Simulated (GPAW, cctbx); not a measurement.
## Reading charge transfer from structure factors

Mg2ZnS3, P-3m1 (no. 164), a = 3.6690 Å, b = 3.6690 Å, c = 8.9743 Å, α = 90.00°, β = 90.00°, γ = 120.00°.

| atom | mult. | x | y | z |
| --- | --- | --- | --- | --- |
| Zn1 | 1 | 0 | 0 | 0 |
| S1 | 1 | 0 | 0 | 1/2 |
| S2 | 2 | 2/3 | 1/3 | 0.8392 |
| Mg1 | 2 | 2/3 | 1/3 | 0.3314 |

The cell comes from substitution in a known structure type and wasn't matched to any measured phase.

Absolute values of the static structure factors of the conventional cell from DFT (PBE, GPAW) against free spherical atoms, in electrons:

| hkl | d (Å) | free atoms | crystal |
| --- | --- | --- | --- |
| 001 | 8.974 | 19.07 | 19.03 |
| 002 | 4.487 | 18.64 | 18.62 |
| 100 | 3.177 | 16.44 | 16.42 |
| 101 | 2.995 | 7.72 | 6.92 |
| 1 0 -1 | 2.995 | 15.26 | 15.21 |
| 003 | 2.991 | 7.84 | 7.04 |
| 102 | 2.593 | 14.62 | 14.62 |
| 1 0 -2 | 2.593 | 76.04 | 76.22 |
| 004 | 2.244 | 13.11 | 13.13 |
| 103 | 2.178 | 12.22 | 12.23 |

**Question.** Which way does charge move, and which reflections show it best?

Project each element's phase sum on the total phase. |F| rises if density moves to atoms that scatter in phase and falls if it moves to atoms that scatter against it; the rule is for low angles, since changes of shape take over beyond. Where all elements are in phase the terms compete, and the compactness of the donor's and the acceptor's density matters too.

| hkl | Zn in phase | S in phase | Mg in phase | change (e) | (%) |
| --- | --- | --- | --- | --- | --- |
| 001 | +1.0 | +0.1 | -1.0 | -0.04 | -0.2 |
| 002 | +1.0 | +0.1 | -1.0 | -0.02 | -0.1 |
| 100 | +1.0 | 0.0 | -1.0 | -0.02 | -0.1 |
| 101 | +1.0 | -3.0 | +2.0 | -0.81 | -10.5 |
| 1 0 -1 | +1.0 | -0.1 | -1.0 | -0.05 | -0.3 |
| 003 | +1.0 | -3.0 | +2.0 | -0.80 | -10.2 |
| 102 | +1.0 | -0.1 | -1.0 | 0.00 | 0.0 |
| 1 0 -2 | +1.0 | +3.0 | +2.0 | +0.18 | +0.2 |

Low-angle reflections that set elements apart and change by more than 0.05 e: 101 and 003 (001, 002, 100, 1 0 -1 and 102 hardly move and tell little). The signs fit a gain of density on S and a loss on Zn and Mg. The best witness is 101, -10.5 %, where S enters with -3.0. The real-space density agrees: Voronoi charges Zn +0.37, S -0.36, Mg +0.36 e. The shortest bond, Zn–S, has Δρ = +0.04 e/Å³ at its midpoint.
